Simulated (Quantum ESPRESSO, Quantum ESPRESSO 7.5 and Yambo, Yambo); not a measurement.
## A GW chain in Yambo: TiO2 (Rutile)

Aim: the G0W0 gap of TiO2 (Rutile) on PBE, step by step.

Main program and level: Quantum ESPRESSO 7.5 and Yambo 5.3.0; PBE and many-body steps on it, plane waves.

**Experimental background.**

- Gap 3.28 eV: optical bandgap after anatase to rutile transformation; spectroscopic ellipsometry; film (polycrystalline sol-gel film on Si(100), annealed at high temperature below 800 °C) (“Photocatalytic Performance of Sol-Gel Prepared TiO2 Thin Films Annealed at Various Temperatures”, 2023, pmc:10419699).

- Gap 3.09 ± 0.06 eV: optical gap from Tauc plot assuming indirect allowed transition; UV/vis diffuse reflectance, Kubelka-Munk and Tauc analysis; film (30 nm ALD shell on quartz particles, grown at 200 C, annealed in air at 500 C; rutile-rich with some anatase) on SiO2 (quartz particles) (“Defect-Mediated Crystallization of the Particulate TiO2 Photocatalyst Grown by Atomic Layer Deposition”, 2024, pmc:11726664).

- Gap 3.03 eV: experimental band gap, quoted; bulk crystal (quoted in “Polaron-induced phonon localization and stiffening in rutile TiO2”, 2016, arxiv:1612.05679).

- Gap 3.05 eV: band gap; bulk crystal (literature experimental value) (quoted in “Hydrogen related defects in titanium dioxide at the interface to palladium”, 2021, arxiv:2112.05953).

### 1. Set-up

Symmetry: P4_2/mnm, No. 136, tetragonal system. The conventional cell has a = 4.592 Å, b = 4.592 Å, c = 2.957 Å, α = 90.00°, β = 90.00°, γ = 90.00°. Ti has 6 O at 1.95 to 1.98 Å nearest. Nearest to O lie 3 Ti at 1.95 to 1.98 Å. Farther neighbours and most contacts between anions are not listed.

The cell and positions come from the Crystallography Open Database and are kept as given unless a step says otherwise.

### 2. Ground state

This step: Quantum ESPRESSO 7.5; DFT, PBE, plane waves, norm-conserving pseudopotentials.

The ground-state density comes first.

Contents of pw.in:

```
&control
  calculation = 'scf'
  prefix = 'x'
  outdir = 'o'
  pseudo_dir = 'pseudo'
/
&system
  ibrav = 0
  nat = 6
  ntyp = 2
  ecutwfc = 76.0
  nbnd = 31
  force_symmorphic = .true.
/
&electrons
  conv_thr = 1e-10
  electron_maxstep = 80
  mixing_beta = 0.5
/
ATOMIC_SPECIES
  Ti 47.867 Ti.upf
  O 15.999 O.upf
CELL_PARAMETERS angstrom
  4.5922000000 0.0000000000 0.0000000000
  0.0000000000 4.5922000000 0.0000000000
  0.0000000000 0.0000000000 2.9574000000
ATOMIC_POSITIONS crystal
  Ti 0.0000000000 0.0000000000 0.0000000000
  Ti 0.5000000000 0.5000000000 0.5000000000
  O 0.3049600000 0.3049600000 0.0000000000
  O 0.1950400000 0.8049600000 0.5000000000
  O 0.6950400000 0.6950400000 0.0000000000
  O 0.8049600000 0.1950400000 0.5000000000
K_POINTS automatic
  4 4 8 0 0 0
```

On the command line:

```sh
$ OMP_NUM_THREADS=1 mpirun -n 4 pw.x -nk 4 -in pw.in > pw.out
```

Output:

```text
Program PWSCF v.7.5 starts

     This program is part of the open-source Quantum ESPRESSO suite
     for quantum simulation of materials; please cite
         "P. Giannozzi et al., J. Phys.:Condens. Matter 21 395502 (2009);
         "P. Giannozzi et al., J. Phys.:Condens. Matter 29 465901 (2017);
         "P. Giannozzi et al., J. Chem. Phys. 152 154105 (2020);
     in publications or presentations arising from this work. More details at
     Message from routine setup:
     using ibrav=0 with symmetry is DISCOURAGED, use correct ibrav instead

     G-vector sticks info

     bravais-lattice index     =            0
     lattice parameter (alat)  =       8.6780  a.u.
     unit-cell volume          =     420.8703 (a.u.)^3
     number of atoms/cell      =            6
     number of atomic types    =            2
     number of electrons       =        48.00
     number of Kohn-Sham states=           31
     kinetic-energy cutoff     =      76.0000  Ry
     charge density cutoff     =     304.0000  Ry
     scf convergence threshold =      1.0E-10
     mixing beta               =       0.5000
     number of iterations used =            8  plain     mixing
     Exchange-correlation= PBE
                           (   1   4   3   4   0   0   0)

     celldm(1)=   8.678000  celldm(2)=   0.000000  celldm(3)=   0.000000
     celldm(4)=   0.000000  celldm(5)=   0.000000  celldm(6)=   0.000000

     crystal axes: (cart. coord. in units of alat)
               a(1) = (   1.000000   0.000000   0.000000 )
               a(2) = (   0.000000   1.000000   0.000000 )
               a(3) = (   0.000000   0.000000   0.644005 )

     reciprocal axes: (cart. coord. in units 2 pi/alat)
               b(1) = (  1.000000  0.000000  0.000000 )
               b(2) = (  0.000000  1.000000  0.000000 )
               b(3) = (  0.000000  0.000000  1.552783 )
     Pseudo is Norm-conserving + core correction, Zval = 12.0
     Generated using ONCVPSP code by D. R. Hamann
     Using radial grid of 1586 points,  6 beta functions with:
     Pseudo is Norm-conserving + core correction, Zval =  6.0
     Generated using ONCVPSP code by D. R. Hamann
     Using radial grid of  936 points,  5 beta functions with:
     Ti               12.00    47.86700     Ti( 1.00)
     O                 6.00    15.99900     O ( 1.00)

      8 Sym. Ops., with inversion, found

   Cartesian axes

     site n.     atom                  positions (alat units)
         1        Ti     tau(   1) = (   0.0000000   0.0000000   0.0000000  )
         2        Ti     tau(   2) = (   0.5000000   0.5000000   0.3220025  )
         3        O      tau(   3) = (   0.3049600   0.3049600   0.0000000  )
         4        O      tau(   4) = (   0.1950400   0.8049600   0.3220025  )
         5        O      tau(   5) = (   0.6950400   0.6950400   0.0000000  )
         6        O      tau(   6) = (   0.8049600   0.1950400   0.3220025  )

     number of k points=    35
                       cart. coord. in units 2pi/alat
        k(    1) = (   0.0000000   0.0000000   0.0000000), wk =   0.0156250
        k(    2) = (   0.0000000   0.0000000   0.1940979), wk =   0.0312500
        k(    3) = (   0.0000000   0.0000000   0.3881957), wk =   0.0312500
        k(    4) = (   0.0000000   0.0000000   0.5822936), wk =   0.0312500
        k(    5) = (   0.0000000   0.0000000  -0.7763914), wk =   0.0156250
        k(    6) = (   0.0000000   0.2500000   0.0000000), wk =   0.0625000
        k(    7) = (   0.0000000   0.2500000   0.1940979), wk =   0.1250000
        k(    8) = (   0.0000000   0.2500000   0.3881957), wk =   0.1250000
        k(    9) = (   0.0000000   0.2500000   0.5822936), wk =   0.1250000
        k(   10) = (   0.0000000   0.2500000  -0.7763914), wk =   0.0625000
     [... 23 further rows ...]
        k(   34) = (  -0.2500000   0.2500000  -0.5822936), wk =   0.0625000
        k(   35) = (  -0.2500000   0.2500000   0.7763914), wk =   0.0312500

     Dense  grid:    37691 G-vectors     FFT dimensions: (  50,  50,  32)

     Initial potential from superposition of free atoms

     starting charge      47.9968, renormalised to      48.0000
     Starting wfcs are   36 randomized atomic wfcs

     per-process dynamical memory:    47.7 Mb

     Self-consistent Calculation

     iteration #  1     ecut=    76.00 Ry     beta= 0.50

     total energy              =    -369.28023865 Ry
     estimated scf accuracy    <       2.81883910 Ry

     iteration #  2     ecut=    76.00 Ry     beta= 0.50

     total energy              =    -368.25273269 Ry
     estimated scf accuracy    <      11.32226986 Ry

     iteration #  3     ecut=    76.00 Ry     beta= 0.50

     total energy              =    -370.44347785 Ry
     estimated scf accuracy    <       0.30908036 Ry

     iteration #  4     ecut=    76.00 Ry     beta= 0.50

     total energy              =    -370.38238074 Ry
     estimated scf accuracy    <       0.22404090 Ry

     iteration #  5     ecut=    76.00 Ry     beta= 0.50

     total energy              =    -370.41654724 Ry
     estimated scf accuracy    <       0.00201927 Ry

     iteration #  6     ecut=    76.00 Ry     beta= 0.50

     total energy              =    -370.42011301 Ry
     estimated scf accuracy    <       0.01209194 Ry

     iteration #  7     ecut=    76.00 Ry     beta= 0.50

     total energy              =    -370.41948506 Ry
     estimated scf accuracy    <       0.00296726 Ry

     iteration #  8     ecut=    76.00 Ry     beta= 0.50

     total energy              =    -370.42029830 Ry
     estimated scf accuracy    <       0.00020565 Ry

     iteration #  9     ecut=    76.00 Ry     beta= 0.50

     total energy              =    -370.42029632 Ry
     estimated scf accuracy    <       0.00058515 Ry

     iteration # 10     ecut=    76.00 Ry     beta= 0.50

     total energy              =    -370.42018696 Ry
     estimated scf accuracy    <       0.00038669 Ry

     iteration # 11     ecut=    76.00 Ry     beta= 0.50

     total energy              =    -370.42022075 Ry
     estimated scf accuracy    <       0.00002003 Ry

     iteration # 12     ecut=    76.00 Ry     beta= 0.50

     total energy              =    -370.42023053 Ry
     estimated scf accuracy    <       0.00000438 Ry

     iteration # 13     ecut=    76.00 Ry     beta= 0.50

     total energy              =    -370.42022979 Ry
     estimated scf accuracy    <       0.00000265 Ry

     iteration # 14     ecut=    76.00 Ry     beta= 0.50

     total energy              =    -370.42023011 Ry
     estimated scf accuracy    <       0.00000009 Ry

     iteration # 15     ecut=    76.00 Ry     beta= 0.50

     total energy              =    -370.42023017 Ry
     estimated scf accuracy    <          5.4E-09 Ry

     iteration # 16     ecut=    76.00 Ry     beta= 0.50

     total energy              =    -370.42023017 Ry
     estimated scf accuracy    <          1.9E-09 Ry

     iteration # 17     ecut=    76.00 Ry     beta= 0.50

     End of self-consistent calculation

          k = 0.0000 0.0000 0.0000 (  4679 PWs)   bands (ev):

   -47.7023 -47.6851 -24.0363 -24.0363 -23.8700 -23.8700 -23.8280 -23.7939
    -8.9940  -7.8255  -7.0733  -7.0733   3.3904   3.8036   4.2574   5.3278
     5.3278   6.6120   6.6120   7.1748   8.4480   8.7088   8.7088   9.1604
    11.0770  11.3797  11.6136  11.7075  11.7075  13.6131  13.7822

          k = 0.0000 0.0000 0.1941 (  4675 PWs)   bands (ev):

   -47.6957 -47.6798 -24.0189 -24.0189 -23.8949 -23.8671 -23.8671 -23.8643
    -8.8310  -7.7327  -7.1511  -7.1511   3.6156   3.9739   4.4366   5.1672
     5.1672   6.7197   6.9173   6.9173   7.8315   8.4021   8.4021   9.0817
    11.4417  11.5143  11.5216  11.9046  11.9046  13.6550  13.8414

          k = 0.0000 0.0000 0.3882 (  4700 PWs)   bands (ev):

   -47.6795 -47.6672 -24.0528 -24.0310 -23.9749 -23.9749 -23.8618 -23.8618
    -8.4095  -7.5311  -7.3379  -7.3379   4.1898   4.3857   4.9603   5.0582
     5.0582   5.8345   6.7082   7.3832   7.3832   7.6794   7.6794   8.6971
    11.4326  11.7596  12.0349  12.3366  12.3366  13.2924  14.2960

          k = 0.0000 0.0000 0.5823 (  4696 PWs)   bands (ev):

     [... further k-points ...]

     highest occupied, lowest unoccupied level (ev):     9.1604   11.0770

!    total energy              =    -370.42023017 Ry
     estimated scf accuracy    <          3.5E-11 Ry

     The total energy is the sum of the following terms:
     one-electron contribution =    -123.11808317 Ry
     hartree contribution      =      85.41853301 Ry
     xc contribution           =     -68.33908681 Ry
     ewald contribution        =    -264.38159320 Ry

     convergence has been achieved in  17 iterations

     XML data file, charge density, pseudopotentials, collected wavefunctions

=------------------------------------------------------------------------------=
   JOB DONE.
=------------------------------------------------------------------------------=
```

It took 29 s on 4 MPI ranks of Arm Neoverse V2, shared host; peak memory 0.37 GiB; 1.9 min of CPU time.

Numbers from this step:

| Item | Value |
| --- | --- |
| total energy | -5039.8240 eV |
| gap | 1.917 eV |
| k of the valence top | 0, 0, 0 |
| k of the conduction bottom | 0, 0, 0 |
| least direct gap | 1.917 eV |

The gap is direct, at Γ.

### 3. Bands along the symmetry lines

Levels along a band path, at the cheap level, show where the edges lie and whether the meshes to come will hold them.

Contents of pw.in:

```
&control
  calculation = 'bands'
  prefix = 'x'
  outdir = 'o'
  pseudo_dir = 'pseudo'
/
&system
  ibrav = 0
  nat = 6
  ntyp = 2
  ecutwfc = 76.0
  nbnd = 30
  force_symmorphic = .true.
/
&electrons
  conv_thr = 1e-9
  electron_maxstep = 80
  diago_full_acc = .true.
  diago_thr_init = 5e-6
/
ATOMIC_SPECIES
  Ti 47.867 Ti.upf
  O 15.999 O.upf
CELL_PARAMETERS angstrom
  4.5922000000 0.0000000000 0.0000000000
  0.0000000000 4.5922000000 0.0000000000
  0.0000000000 0.0000000000 2.9574000000
ATOMIC_POSITIONS crystal
  Ti 0.0000000000 0.0000000000 0.0000000000
  Ti 0.5000000000 0.5000000000 0.5000000000
  O 0.3049600000 0.3049600000 0.0000000000
  O 0.1950400000 0.8049600000 0.5000000000
  O 0.6950400000 0.6950400000 0.0000000000
  O 0.8049600000 0.1950400000 0.5000000000
K_POINTS crystal
  75
  0.00000000 0.00000000 0.00000000 1
  0.00000000 0.06250000 0.00000000 1
  0.00000000 0.12500000 0.00000000 1
  0.00000000 0.18750000 0.00000000 1
  0.00000000 0.25000000 0.00000000 1
  0.00000000 0.31250000 0.00000000 1
  0.00000000 0.37500000 0.00000000 1
  0.00000000 0.43750000 0.00000000 1
  0.00000000 0.50000000 0.00000000 1
  0.06250000 0.50000000 0.00000000 1
  0.12500000 0.50000000 0.00000000 1
  0.18750000 0.50000000 0.00000000 1
  0.25000000 0.50000000 0.00000000 1
  0.31250000 0.50000000 0.00000000 1
  0.37500000 0.50000000 0.00000000 1
  0.43750000 0.50000000 0.00000000 1
  0.50000000 0.50000000 0.00000000 1
  0.43750000 0.43750000 0.00000000 1
  0.37500000 0.37500000 0.00000000 1
  0.31250000 0.31250000 0.00000000 1
  0.25000000 0.25000000 0.00000000 1
  0.18750000 0.18750000 0.00000000 1
  0.12500000 0.12500000 0.00000000 1
  0.06250000 0.06250000 0.00000000 1
  0.00000000 0.00000000 0.00000000 1
  0.00000000 0.00000000 0.06250000 1
  0.00000000 0.00000000 0.12500000 1
  0.00000000 0.00000000 0.18750000 1
  0.00000000 0.00000000 0.25000000 1
  0.00000000 0.00000000 0.31250000 1
  0.00000000 0.00000000 0.37500000 1
  0.00000000 0.00000000 0.43750000 1
  0.00000000 0.00000000 0.50000000 1
  0.00000000 0.06250000 0.50000000 1
  0.00000000 0.12500000 0.50000000 1
  0.00000000 0.18750000 0.50000000 1
  0.00000000 0.25000000 0.50000000 1
  0.00000000 0.31250000 0.50000000 1
  0.00000000 0.37500000 0.50000000 1
  0.00000000 0.43750000 0.50000000 1
  0.00000000 0.50000000 0.50000000 1
  0.06250000 0.50000000 0.50000000 1
  0.12500000 0.50000000 0.50000000 1
  0.18750000 0.50000000 0.50000000 1
  0.25000000 0.50000000 0.50000000 1
  0.31250000 0.50000000 0.50000000 1
  0.37500000 0.50000000 0.50000000 1
  0.43750000 0.50000000 0.50000000 1
  0.50000000 0.50000000 0.50000000 1
  0.43750000 0.43750000 0.50000000 1
  0.37500000 0.37500000 0.50000000 1
  0.31250000 0.31250000 0.50000000 1
  0.25000000 0.25000000 0.50000000 1
  0.18750000 0.18750000 0.50000000 1
  0.12500000 0.12500000 0.50000000 1
  0.06250000 0.06250000 0.50000000 1
  0.00000000 0.00000000 0.50000000 1
  0.00000000 0.50000000 0.00000000 1
  0.00000000 0.50000000 0.06250000 1
  0.00000000 0.50000000 0.12500000 1
  0.00000000 0.50000000 0.18750000 1
  0.00000000 0.50000000 0.25000000 1
  0.00000000 0.50000000 0.31250000 1
  0.00000000 0.50000000 0.37500000 1
  0.00000000 0.50000000 0.43750000 1
  0.00000000 0.50000000 0.50000000 1
  0.50000000 0.50000000 0.00000000 1
  0.50000000 0.50000000 0.06250000 1
  0.50000000 0.50000000 0.12500000 1
  0.50000000 0.50000000 0.18750000 1
  0.50000000 0.50000000 0.25000000 1
  0.50000000 0.50000000 0.31250000 1
  0.50000000 0.50000000 0.37500000 1
  0.50000000 0.50000000 0.43750000 1
  0.50000000 0.50000000 0.50000000 1
```

Output:

```text
[banner, memory and clock lines left out]
Program PWSCF v.7.5 starts

     Atomic positions and unit cell read from directory:
     o/x.save/

     Message from routine setup:
     using ibrav=0 with symmetry is DISCOURAGED, use correct ibrav instead

     G-vector sticks info

     bravais-lattice index     =            0
     lattice parameter (alat)  =       8.6780  a.u.
     unit-cell volume          =     420.8703 (a.u.)^3
     number of atoms/cell      =            6
     number of atomic types    =            2
     number of electrons       =        48.00
     number of Kohn-Sham states=           30
     kinetic-energy cutoff     =      76.0000  Ry
     charge density cutoff     =     304.0000  Ry
     Exchange-correlation= PBE
                           (   1   4   3   4   0   0   0)

     celldm(1)=   8.678000  celldm(2)=   0.000000  celldm(3)=   0.000000
     celldm(4)=   0.000000  celldm(5)=   0.000000  celldm(6)=   0.000000

     crystal axes: (cart. coord. in units of alat)
               a(1) = (   1.000000   0.000000   0.000000 )
               a(2) = (   0.000000   1.000000   0.000000 )
               a(3) = (   0.000000   0.000000   0.644005 )

     reciprocal axes: (cart. coord. in units 2 pi/alat)
               b(1) = (  1.000000  0.000000  0.000000 )
               b(2) = (  0.000000  1.000000  0.000000 )
               b(3) = (  0.000000  0.000000  1.552783 )
     Pseudo is Norm-conserving + core correction, Zval = 12.0
     Generated using ONCVPSP code by D. R. Hamann
     Using radial grid of 1586 points,  6 beta functions with:
     Pseudo is Norm-conserving + core correction, Zval =  6.0
     Generated using ONCVPSP code by D. R. Hamann
     Using radial grid of  936 points,  5 beta functions with:
     Ti               12.00    47.86700     Ti( 1.00)
     O                 6.00    15.99900     O ( 1.00)

      8 Sym. Ops., with inversion, found

   Cartesian axes

     site n.     atom                  positions (alat units)
         1        Ti     tau(   1) = (   0.0000000   0.0000000   0.0000000  )
         2        Ti     tau(   2) = (   0.5000000   0.5000000   0.3220025  )
         3        O      tau(   3) = (   0.3049600   0.3049600   0.0000000  )
         4        O      tau(   4) = (   0.1950400   0.8049600   0.3220025  )
         5        O      tau(   5) = (   0.6950400   0.6950400   0.0000000  )
         6        O      tau(   6) = (   0.8049600   0.1950400   0.3220025  )

     number of k points=    75
                       cart. coord. in units 2pi/alat
        k(    1) = (   0.0000000   0.0000000   0.0000000), wk =   0.0266667
        k(    2) = (   0.0000000   0.0625000   0.0000000), wk =   0.0266667
        k(    3) = (   0.0000000   0.1250000   0.0000000), wk =   0.0266667
[...]
[... 63 further rows ...]
        k(   74) = (   0.5000000   0.5000000   0.6793425), wk =   0.0266667
        k(   75) = (   0.5000000   0.5000000   0.7763914), wk =   0.0266667

     Dense  grid:    37691 G-vectors     FFT dimensions: (  50,  50,  32)

     The potential is recalculated from file :
     o/x.save/charge-density

     Starting wfcs are   36 randomized atomic wfcs

     Band Structure Calculation

     End of band structure calculation

          k = 0.0000 0.0000 0.0000 (  4679 PWs)   bands (ev):

   -47.7022 -47.6850 -24.0362 -24.0362 -23.8699 -23.8699 -23.8280 -23.7939
    -8.9940  -7.8255  -7.0733  -7.0733   3.3904   3.8036   4.2574   5.3279
     5.3279   6.6120   6.6120   7.1748   8.4480   8.7088   8.7089   9.1605
    11.0771  11.3797  11.6137  11.7076  11.7076  13.6134

          k = 0.0000 0.0625 0.0000 (  4690 PWs)   bands (ev):

[...]
11.1008  11.4130  11.6443  11.7237  11.7312  13.6423

          k = 0.0000 0.1250 0.0000 (  4702 PWs)   bands (ev):

[...]
11.1667  11.4986  11.7301  11.7702  11.7970  13.7072

[...]
k = 0.5000 0.5000 0.6793 (  4708 PWs)   bands (ev):

[...]
11.8508  11.8508  12.3829  12.3830  12.3999  12.3999

          k = 0.5000 0.5000 0.7764 (  4688 PWs)   bands (ev):

[...]
-7.6922  -7.6922  -7.4037  -7.4037   4.4472   4.4472   4.5989   4.5989
     5.6293   5.6293   6.4380   6.4380   7.8867   7.8867   8.4839   8.4839
    11.7933  11.7933  12.4209  12.4209  12.4255  12.4255

     XML data file, pseudopotentials, collected wavefunctions
```

It took 10 s on 4 MPI ranks; peak memory 0.27 GiB; 41 s of CPU time.

Numbers from this step:

- gap: 1.917 eV
- k of the valence top: 0, 0, 0
- k of the conduction bottom: 0, 0, 0
- least direct gap: 1.917 eV

The gap is 1.917 eV, as in the run before at this level.

The electronic bands at the labelled points (eV, zero at the top of the highest filled band):

```csv
point,band 21,band 22,band 23,band 24,band 25,band 26,band 27,band 28
Γ,-0.71,-0.45,-0.45,0.00,1.92,2.22,2.45,2.55
halfway,-1.43,-1.07,-0.82,-0.23,2.21,2.54,2.77,2.84
X,-1.64,-1.64,-0.74,-0.74,2.59,2.59,3.06,3.06
halfway,-1.48,-1.48,-1.08,-1.08,2.32,2.32,2.81,2.81
M,-1.31,-1.31,-1.06,-1.06,1.96,1.96,2.57,2.57
halfway,-1.73,-1.15,-1.12,-0.40,1.99,2.56,2.63,3.07
Γ,-0.71,-0.45,-0.45,0.00,1.92,2.22,2.45,2.55
halfway,-1.78,-1.48,-1.48,-0.46,2.27,2.60,2.87,3.18
Z,-2.35,-2.35,-1.42,-1.42,3.01,3.01,3.21,3.21
halfway,-1.78,-1.78,-1.61,-1.61,2.49,2.49,3.23,3.23
R,-2.04,-2.04,-1.03,-1.03,1.95,1.95,3.24,3.24
halfway,-1.52,-1.52,-0.88,-0.88,2.21,2.21,3.25,3.25
A,-1.27,-1.27,-0.68,-0.68,2.63,2.63,3.26,3.26
halfway,-1.83,-1.56,-1.38,-1.18,2.14,2.81,3.23,3.24
Z,-2.35,-2.35,-1.42,-1.42,3.01,3.01,3.21,3.21
jump to X,-1.64,-1.64,-0.74,-0.74,2.59,2.59,3.06,3.06
halfway,-1.97,-1.97,-0.85,-0.85,2.60,2.60,3.23,3.23
R,-2.04,-2.04,-1.03,-1.03,1.95,1.95,3.24,3.24
jump to M,-1.31,-1.31,-1.06,-1.06,1.96,1.96,2.57,2.57
halfway,-1.78,-1.78,-1.36,-1.36,2.73,2.73,2.93,2.93
A,-1.27,-1.27,-0.68,-0.68,2.63,2.63,3.26,3.26
```

[end of part 1 of 3]

[Paths, hosts, dates, memory and timing lines, banners, echoed tables and standing remarks are left out of the program output.]

[Logs are printed without paths, hosts, clocks, repeated set-up lines and the standing remarks that a program may print on its own settings, such as how far it seeks lower states.]

[Runs of the session that timed out or met a known fault of the program may be left out.]

[Hosts, paths, dates, database ids (printed as entryN), source tags and the programs' standing remarks are cut or masked in the printed files.]
